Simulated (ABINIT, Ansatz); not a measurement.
# ZnSe (Stilleite): changed settings of a GW run in ABINIT

What do changed inputs do to GW on ZnSe (Stilleite)?

Main program and level: ABINIT 10.8.3; PBE and many-body steps on it, plane waves.

**1. Set-up**

The structure is cubic, space group F-43m (No. 216). The conventional cell has a = 5.668 Å, b = 5.668 Å, c = 5.668 Å, α = 90.00°, β = 90.00°, γ = 90.00°. Nearest to Zn lie 4 Se at 2.45 Å. Se has 4 Zn at 2.45 Å nearest. Farther neighbours and most contacts between anions are not listed.

The cell and positions come from the Crystallography Open Database and are kept as given unless a step says otherwise.

**2. Screening, 4×4×4 mesh, 60 bands, screening to 114.3 eV**

This step: ABINIT 10.8.3; RPA screening on PBE, plane waves, norm-conserving pseudopotentials.

The RPA dielectric matrix is built and inverted for each q.

run.abi

```
acell 3*1.0 Angstrom
rprim 
  -0.000000000000 2.833800000000 2.833800000000
  2.833800000000 -0.000000000000 2.833800000000
  2.833800000000 2.833800000000 0.000000000000
ntypat 2
znucl 30 34
natom 2
typat 1 2
xred 
  0.000000000000 0.000000000000 0.000000000000
  0.250000000000 0.250000000000 0.250000000000
pp_dirpath "pseudos"
pseudos "Zn.upf, Se.upf"
ecut 39
ngkpt 4 4 4
nshiftk 1
shiftk 0 0 0
kptopt 1
chksymbreak 0
istwfk *1
occopt 1
irdwfk 1
optdriver 3
nband 60
ecuteps 4.2
inclvkb 2
awtr 1
symchi 1
indata_prefix "in"
outdata_prefix "out"
tmpdata_prefix "tmp"
```

The run is started by

```
$ OMP_NUM_THREADS=1 mpirun -n 4 abinit run.abi > log
```

Log:

```text
.Version 10.8.3 of ABINIT. v10.8.2 released Aug 2026.

 Symmetries : space group F-4 3 m (#216); Bravais cF (face-center cubic)
[... echo of the input left out ...]
== DATASET  1 ==================================================================
-   mpi_nproc: 4, omp_nthreads: 1 (-1 if OMP is not activated)

--- !DatasetInfo
iteration_state: {dtset: 1, }
dimensions: {natom: 2, nkpt: 8, mband: 60, nsppol: 1, nspinor: 1, nspden: 1, mpw: 3591, }
cutoff_energies: {ecut:  39.0, pawecutdg:  -1.0, }
electrons: {nelect:   3.60000000E+01, charge:   0.00000000E+00, occopt:   1.00000000E+00, tsmear:   1.00000000E-02, }

 SCREENING: Calculation of the susceptibility and dielectric matrices

 Based on a program developped by R.W. Godby, V. Olevano, G. Onida, and L. Reining.
 Incorporated in ABINIT by V. Olevano, G.-M. Rignanese, and M. Torrent.
.Using double precision arithmetic ; gwpc =  8

[... cell and pseudopotentials left out ...]
--------------------------------------------------------------------------------

 ==== K-mesh for the wavefunctions ====
 Number of points in the irreducible wedge :     8
[... list of points left out ...]
 Together with 24 symmetry operations and time-reversal symmetry
 yields    64 points in the full Brillouin Zone.

 ==== Q-mesh for the screening function ====
 Number of points in the irreducible wedge :     8
[... list of points left out ...]
 Together with 24 symmetry operations and time-reversal symmetry
 yields    64 points in the full Brillouin Zone.

 setmesh: FFT mesh size selected  =    30x   30x   30
          total number of points  =        27000

 vcoul_init : cutoff-mode = AUXILIARY_FUNCTION
 q-points for optical limit:   1
     1)      0.000010    0.000020    0.000030

- screening: taking advantage of time-reversal symmetry
- Maximum band index for partially occupied states nbvw = 18
- Remaining bands to be divided among processors   nbcw = 42
- Number of bands treated by each node ~10

 Number of electrons calculated from density =   36.0000; Expected =   36.0000
 average of density, n =  0.117211
 r_s =    1.2676
 omega_plasma =   33.0248 [eV]

 calculating chi0 at frequencies [eV] :
  1    0.000000E+00    0.000000E+00
  2    0.000000E+00    3.302477E+01

--------------------------------------------------------------------------------
  q-point number  1        q = ( 0.000000, 0.000000, 0.000000) [r.l.u.]
--------------------------------------------------------------------------------
[... chi0 elements left out ...]
 For q-point:  0.000010 0.000020 0.000030
  dielectric constant =  13.9607
  dielectric constant without local fields =  14.9650

  Average fulfillment of the sum rule on Im[epsilon] for q-point    1 :     29.33  [%]
[... wings left out ...]
  q-point number  2        q = ( 0.250000, 0.000000, 0.000000) [r.l.u.]
--------------------------------------------------------------------------------
[... chi0 elements left out ...]
  Average fulfillment of the sum rule on Im[epsilon] for q-point    2 :     37.31  [%]

 [... 6 further q-points ...]
```

Run time: 35 s. Hardware: 4 MPI ranks of Arm Neoverse N1, shared host; peak memory 0.75 GiB.

This step gave:

```
ε∞ with local fields, on this mesh, along the program's q direction : 13.96
the same without local fields                                       : 14.96
plasma frequency                                                    : 33.02 eV
plane waves in the screening matrix                                 : 137
```

Local fields lower ε∞ by 7 %. On a Γ-centred mesh this coarse the value itself is usually too large, while a short band sum pulls it down.

**3. Base**

The self-energy is evaluated for the states that the input lists, and the levels follow from it, in one-shot runs by the linearised quasiparticle equation.

This step: G0W0 on PBE, plane waves, norm-conserving pseudopotentials.

run.abi: that of step 2 with these lines changed.

```diff
@@ -23,8 +23,15 @@
 irdwfk 1
-optdriver 3
+optdriver 4
 nband 60
+gwcalctyp 0
+ecutsigx 39
+symsigma 1
+nkptgw 1
+kptgw 
+  0.0000000000 0.0000000000 0.0000000000
+bdgw 
+  16 22
 ecuteps 4.2
-inclvkb 2
-awtr 1
-symchi 1
+irdscr 1
+ppmodel 1
 indata_prefix "in"
```

Log:

```text
.Version 10.8.3 of ABINIT. v10.8.2 released Aug 2026.

 Symmetries : space group F-4 3 m (#216); Bravais cF (face-center cubic)
[... echo of the input left out ...]
== DATASET  1 ==================================================================
-   mpi_nproc: 4, omp_nthreads: 1 (-1 if OMP is not activated)

--- !DatasetInfo
iteration_state: {dtset: 1, }
dimensions: {natom: 2, nkpt: 8, mband: 60, nsppol: 1, nspinor: 1, nspden: 1, mpw: 3591, }
cutoff_energies: {ecut:  39.0, pawecutdg:  -1.0, }
electrons: {nelect:   3.60000000E+01, charge:   0.00000000E+00, occopt:   1.00000000E+00, tsmear:   1.00000000E-02, }

 SIGMA: Calculation of the GW corrections

 Based on a program developped by R.W. Godby, V. Olevano, G. Onida, and L. Reining.
 Incorporated in ABINIT by V. Olevano, G.-M. Rignanese, and M. Torrent.
.Using double precision arithmetic ; gwpc =  8

[... cell and pseudopotentials left out ...]
--------------------------------------------------------------------------------

 ==== K-mesh for the wavefunctions ====
 Number of points in the irreducible wedge :     8
[... list of points left out ...]
 Together with 24 symmetry operations and time-reversal symmetry
 yields    64 points in the full Brillouin Zone.

 ==== Q-mesh for screening function ====
 Number of points in the irreducible wedge :     8
[... list of points left out ...]
 Together with 24 symmetry operations and time-reversal symmetry
 yields    64 points in the full Brillouin Zone.

 vcoul_init : cutoff-mode = AUXILIARY_FUNCTION
 q-points for optical limit:   1
     1)      0.000010    0.000020    0.000030
 setmesh: FFT mesh size selected  =    45x   45x   45
          total number of points  =        91125

 Number of electrons calculated from density =   36.0000; Expected =   36.0000
 average of density, n =  0.117211
 r_s =    1.2676
 omega_plasma =   33.0248 [eV]

 === KS Band Gaps ===
  >>>> For spin  1
   Minimum direct gap =   1.2881 [eV], located at k-point      :   0.0000  0.0000  0.0000
   Fundamental gap    =   1.2881 [eV], Top of valence bands at :   0.0000  0.0000  0.0000
                                       Bottom of conduction at :   0.0000  0.0000  0.0000
 SIGMA fundamental parameters:
 PLASMON POLE MODEL  1
 number of plane-waves for SigmaX                 3527
 number of plane-waves for SigmaC and W            137
 number of plane-waves for wavefunctions          3527
 number of bands                                    60
 number of independent spin polarizations            1
 number of spinorial components                      1
 number of k-points in IBZ                           8
 number of q-points in IBZ                           8
 number of symmetry operations                      24
 number of k-points in BZ                           64
 number of q-points in BZ                           64
 number of frequencies for dSigma/dE                 9
 frequency step for dSigma/dE [eV]                0.25
 number of omega for Sigma on real axis              0
 max omega for Sigma on real axis  [eV]           0.00
 zcut for avoiding poles [eV]                     0.10

 EPSILON^-1 parameters (SCR file):
 dimension of the eps^-1 matrix on file            137
 dimension of the eps^-1 matrix used               137
 number of plane-waves for wavefunctions          3527
 number of bands                                    60
 number of q-points in IBZ                           8
 number of frequencies                               2
 number of real frequencies                          1
 number of imag frequencies                          1

 matrix elements of self-energy operator (all in [eV])

 Perturbative Calculation

--- !SelfEnergy_ee
iteration_state: {dtset: 1, }
kpoint     : [   0.000,    0.000,    0.000, ]
spin       : 1
KS_gap     :    1.288
QP_gap     :    2.572
Delta_QP_KS:    1.284
data: !SigmaeeData |
     Band     E0 <VxcDFT>   SigX SigC(E0)      Z dSigC/dE  Sig(E)    E-E0       E
       16   3.405 -16.589 -20.446   2.597   0.797  -0.254 -17.594  -1.005   2.400
       17   3.405 -16.589 -20.446   2.597   0.797  -0.254 -17.594  -1.005   2.400
       18   3.405 -16.589 -20.446   2.597   0.797  -0.254 -17.594  -1.005   2.400
       19   4.693 -12.624  -8.875  -3.407   0.815  -0.228 -12.345   0.279   4.972
       20   9.220 -10.891  -5.994  -4.040   0.812  -0.232 -10.195   0.695   9.915
       21   9.220 -10.891  -5.994  -4.040   0.812  -0.232 -10.195   0.695   9.915
       22   9.220 -10.891  -5.994  -4.040   0.812  -0.232 -10.195   0.695   9.915

== END DATASET(S) ==============================================================
================================================================================

 -outvars: echo values of variables after computation  --------
           etotal      0.0000000000E+00
            nband          60
             nkpt           8
          spgroup         216
 [... the other variables as echoed above ...]

 Calculation completed.
```

Wall time 6.3 s (4 MPI ranks); peak memory 0.59 GiB.

This step gave:

```yaml
g0w0_gap_on_the_points_computed: 2.572 eV
starting_gap_on_the_mesh: 1.288 eV
k_of_the_valence_top: 0, 0, 0
k_of_the_conduction_bottom: 0, 0, 0
z_at_the_valence_top: 0.797
z_at_the_conduction_bottom: 0.815
least_direct_g0w0_gap_on_the_computed_points: 2.572 eV
```

The gap on the mesh goes from 1.29 eV to 2.57 eV, a correction of +1.28 eV.

**4. No symmetry in the self-energy**

run.abi: that of step 3 with these lines changed.

```diff
@@ -27,3 +27,3 @@
 ecutsigx 39
-symsigma 1
+symsigma 0
 nkptgw 1
```

Log:

```text
.Version 10.8.3 of ABINIT. v10.8.2 released Aug 2026.

 Symmetries : space group F-4 3 m (#216); Bravais cF (face-center cubic)
[... echo of the input left out ...]
== DATASET  1 ==================================================================
-   mpi_nproc: 4, omp_nthreads: 1 (-1 if OMP is not activated)

--- !DatasetInfo
iteration_state: {dtset: 1, }
dimensions: {natom: 2, nkpt: 8, mband: 60, nsppol: 1, nspinor: 1, nspden: 1, mpw: 3591, }
cutoff_energies: {ecut:  39.0, pawecutdg:  -1.0, }
electrons: {nelect:   3.60000000E+01, charge:   0.00000000E+00, occopt:   1.00000000E+00, tsmear:   1.00000000E-02, }

 SIGMA: Calculation of the GW corrections

 Based on a program developped by R.W. Godby, V. Olevano, G. Onida, and L. Reining.
 Incorporated in ABINIT by V. Olevano, G.-M. Rignanese, and M. Torrent.
.Using double precision arithmetic ; gwpc =  8

[... cell and pseudopotentials left out ...]
--------------------------------------------------------------------------------

 ==== K-mesh for the wavefunctions ====
 Number of points in the irreducible wedge :     8
[... list of points left out ...]
 Together with 24 symmetry operations and time-reversal symmetry
 yields    64 points in the full Brillouin Zone.

 ==== Q-mesh for screening function ====
 Number of points in the irreducible wedge :     8
[... list of points left out ...]
 Together with 24 symmetry operations and time-reversal symmetry
 yields    64 points in the full Brillouin Zone.

 vcoul_init : cutoff-mode = AUXILIARY_FUNCTION
 q-points for optical limit:   1
     1)      0.000010    0.000020    0.000030
 setmesh: FFT mesh size selected  =    45x   45x   45
          total number of points  =        91125

 Number of electrons calculated from density =   36.0000; Expected =   36.0000
[...]
number of q-points in BZ                           64
 number of frequencies for dSigma/dE                 9
 frequency step for dSigma/dE [eV]                0.25
 number of omega for Sigma on real axis              0
 max omega for Sigma on real axis  [eV]           0.00
 zcut for avoiding poles [eV]                     0.10

 EPSILON^-1 parameters (SCR file):
 dimension of the eps^-1 matrix on file            137
 dimension of the eps^-1 matrix used               137
 number of plane-waves for wavefunctions          3527
 number of bands                                    60
 number of q-points in IBZ                           8
 number of frequencies                               2
 number of real frequencies                          1
 number of imag frequencies                          1

 matrix elements of self-energy operator (all in [eV])

 Perturbative Calculation

--- !SelfEnergy_ee
iteration_state: {dtset: 1, }
kpoint     : [   0.000,    0.000,    0.000, ]
spin       : 1
KS_gap     :    1.288
QP_gap     :    2.572
Delta_QP_KS:    1.284
data: !SigmaeeData |
     Band     E0 <VxcDFT>   SigX SigC(E0)      Z dSigC/dE  Sig(E)    E-E0       E
       16   3.405 -16.589 -20.446   2.597   0.797  -0.254 -17.594  -1.005   2.400
       17   3.405 -16.589 -20.446   2.596   0.797  -0.254 -17.594  -1.005   2.400
       18   3.405 -16.589 -20.446   2.597   0.797  -0.254 -17.594  -1.005   2.400
       19   4.693 -12.624  -8.875  -3.407   0.815  -0.228 -12.345   0.279   4.972
       20   9.220 -10.891  -5.994  -4.040   0.812  -0.232 -10.196   0.695   9.915
       21   9.220 -10.891  -5.994  -4.040   0.812  -0.232 -10.195   0.695   9.915
       22   9.220 -10.891  -5.994  -4.040   0.812  -0.232 -10.195   0.695   9.915

== END DATASET(S) ==============================================================
================================================================================

 -outvars: echo values of variables after computation  --------
           etotal      0.0000000000E+00
            nband          60
             nkpt           8
          spgroup         216
 [... the other variables as echoed above ...]

 Calculation completed.
```

Run time: 25 s. Hardware: 4 MPI ranks; peak memory 0.74 GiB; 99 s of CPU time.

Numbers from this step:

* G0W0 gap on the points computed: 2.572 eV
* starting gap on the mesh: 1.288 eV
* k of the valence top: 0, 0, 0
* k of the conduction bottom: 0, 0, 0
* Z at the valence top: 0.797
* Z at the conduction bottom: 0.815
* least direct G0W0 gap on the computed points: 2.572 eV

Against G0W0 in ABINIT (4×4×4 mesh, 60 bands, screening to 114.3 eV, Godby-Needs plasmon pole), the gap moves by +0.000 eV.

**5. Point off the mesh**

run.abi: that of step 4 with these lines changed.

```diff
@@ -27,8 +27,8 @@
 ecutsigx 39
-symsigma 0
+symsigma 1
 nkptgw 1
 kptgw 
-  0.0000000000 0.0000000000 0.0000000000
+  0.137 0.291 0
 bdgw 
-  16 22
+  18 19
 ecuteps 4.2
```

Log:

```text
.Version 10.8.3 of ABINIT. v10.8.2 released Aug 2026.

 Symmetries : space group F-4 3 m (#216); Bravais cF (face-center cubic)
================================================================================
 Values of the parameters that define the memory need of the present run
     intxc =       0    ionmov =       0      iscf =       7    lmnmax =       6
     lnmax =       6     mgfft =      45  mpssoang =       3    mqgrid =    3001
     natom =       2  nloc_mem =       1    nspden =       1   nspinor =       1
    nsppol =       1      nsym =      24    n1xccc =    2501    ntypat =       2
    occopt =       1   xclevel =       2
-    mband =          60        mffmem =           1         mkmem =           2
       mpw =        3591          nfft =       91125          nkpt =           8
================================================================================
  Rough estimation (10% accuracy) of disk space for files :
================================================================================

--------------------------------------------------------------------------------
------------- Echo of variables that govern the present computation ------------
--------------------------------------------------------------------------------
 -outvars: echo values of preprocessed input variables --------
            acell      1.8897261259E+00  1.8897261259E+00  1.8897261259E+00 Bohr

             bdgw          18      19
      chksymbreak           0
             ecut      3.90000000E+01 Hartree
          ecuteps      4.20000000E+00 Hartree
         ecutsigx      3.90000000E+01 Hartree
          ecutwfn      3.90000000E+01 Hartree
-          fftalg         312
           irdscr           1
           irdwfk           1

              ixc     -101130
[...]
- Zn Generated using ONCVPSP code by D. R. Hamann
- 30.00000  20.00000  171031                  znucl, zion, pspdat
12 -101130 2 -1 1326                          pspcod,pspxc,lmax,lloc,mmax
     nproj     2     2     2
  pspatm : epsatm=   26.68164218
         --- l  ekb(1:nproj) -->
[...]
pspatm: atomic psp has been read  and splines computed

- Se Generated using ONCVPSP code by D. R. Hamann
- 34.00000  16.00000  171031                  znucl, zion, pspdat
12 -101130 2 -1 1214                          pspcod,pspxc,lmax,lloc,mmax
     nproj     2     2     2
  pspatm : epsatm=   29.53331881
         --- l  ekb(1:nproj) -->
[...]
1    6.803691    1.279695
             2   -9.256960   -3.748206
 pspatm: atomic psp has been read  and splines computed

   2.02373860E+03                                ecore*ucvol(ha*bohr**3)
--------------------------------------------------------------------------------

 ==== K-mesh for the wavefunctions ====
 Number of points in the irreducible wedge :     8
 Reduced coordinates and weights :

     1)     0.00000000E+00  0.00000000E+00  0.00000000E+00       0.01563
     2)     2.50000000E-01  0.00000000E+00  0.00000000E+00       0.12500
     3)     5.00000000E-01  0.00000000E+00  0.00000000E+00       0.06250
[...]
7)     5.00000000E-01  5.00000000E-01  0.00000000E+00       0.04688
     8)    -2.50000000E-01  5.00000000E-01  2.50000000E-01       0.09375

 Together with 24 symmetry operations and time-reversal symmetry
 yields    64 points in the full Brillouin Zone.

--- !ERROR
message: |
    k-point [ 1.3700E-01,  2.9100E-01,  0.0000E+00]  not in the list of k points treated in the preparatory SCF run.
     Change kptgw, or shiftk of previous run.

--- !ERROR
message: |
    k-point [ 1.3700E-01,  2.9100E-01,  0.0000E+00]  not in the list of k points treated in the preparatory SCF run.
     Change kptgw, or shiftk of previous run.

--- from the log ---
k-point [ 1.3700E-01,  2.9100E-01,  0.0000E+00]  not in the list of k points treated in the preparatory SCF run.
     Change kptgw, or shiftk of previous run.
```

Run time: 3 s. Hardware: 4 MPI ranks; peak memory 0.06 GiB.

The run stopped with an error after 3 s.

The program's words: k-point [ 1.3700E-01,  2.9100E-01,  0.0000E+00]  not in the list of k points treated in the preparatory SCF run. Change kptgw, or shiftk of previous run.

The fault put into this input: point off the mesh.

**6. The runs together**

Times are wall times on 4 MPI ranks of Arm Neoverse N1, shared host, good to a factor of about two. A run's time includes the screening step that it read.

| run | mesh | bands | screening cutoff (eV) | DFT gap (eV) | gap on the mesh (eV) | direct (eV) | ε∞ used | time |
| --- | --- | --- | --- | --- | --- | --- | --- | --- |
| base | 4×4×4 | 60 | 114.3 | 1.288 | 2.572 | 2.572 | 13.96 | 42 s |
| no symmetry in the self-energy | 4×4×4 | 60 | 114.3 | 1.288 | 2.572 | 2.572 | 13.96 | 60 s |

**7. Outcome**

| Item | Value |
| --- | --- |
| base | 2.572 eV |
| no symmetry in the self-energy | 2.572 eV |
| known limits | not at the basis limit; exchange with frozen shells missing; no spin-orbit coupling; coarse k mesh |

In words: No symmetry in the self-energy: no change against base (keys changed: symsigma). Bands and cutoff are finite, so the gap is not at the basis limit. The miss can reach some tenths of an eV and take either sign; the mesh is an error of its own. In the first G0W0 run levels were corrected at 1 k point alone, so a gap called «on the mesh» is the least over those, and an edge elsewhere would be missed. The 4×4×4 mesh is coarse for this cell, which bears on the long-range parts of exchange and screening. The norm-conserving file of at least one element keeps a d shell over frozen s and p shells of the same row. Exchange with those shells is missing from the self-energy, an error of 0.3 to 0.9 eV in cases checked, whose sign depends on which edge lies on those atoms. The many-body steps are scalar-relativistic: spin-orbit coupling is not in them.

[Paths, hosts, dates, memory and timing lines, banners, echoed tables and standing remarks are left out of the program output.]

[Logs are printed without paths, hosts, clocks, repeated set-up lines and the standing remarks that a program may print on its own settings, such as how far it seeks lower states.]

[Runs of the session that timed out or met a known fault of the program may be left out.]

[No measured gap is set beside runs whose start may be inverted or whose files or cutoffs have a known fault.]

[Hosts, paths, dates, database ids (printed as entryN), source tags and the programs' standing remarks are cut or masked in the printed files.]

[G0W0 gaps are taken among the corrected bands and points alone; a level outside them can change the order at an edge.]

[Where Ansatz stands beside ABINIT at settings called matched, ABINIT's density can come from a denser mesh and the files from another edition; pairs whose starting gaps differed by over 0.03 eV were left out, so agreement reads better than it is.]
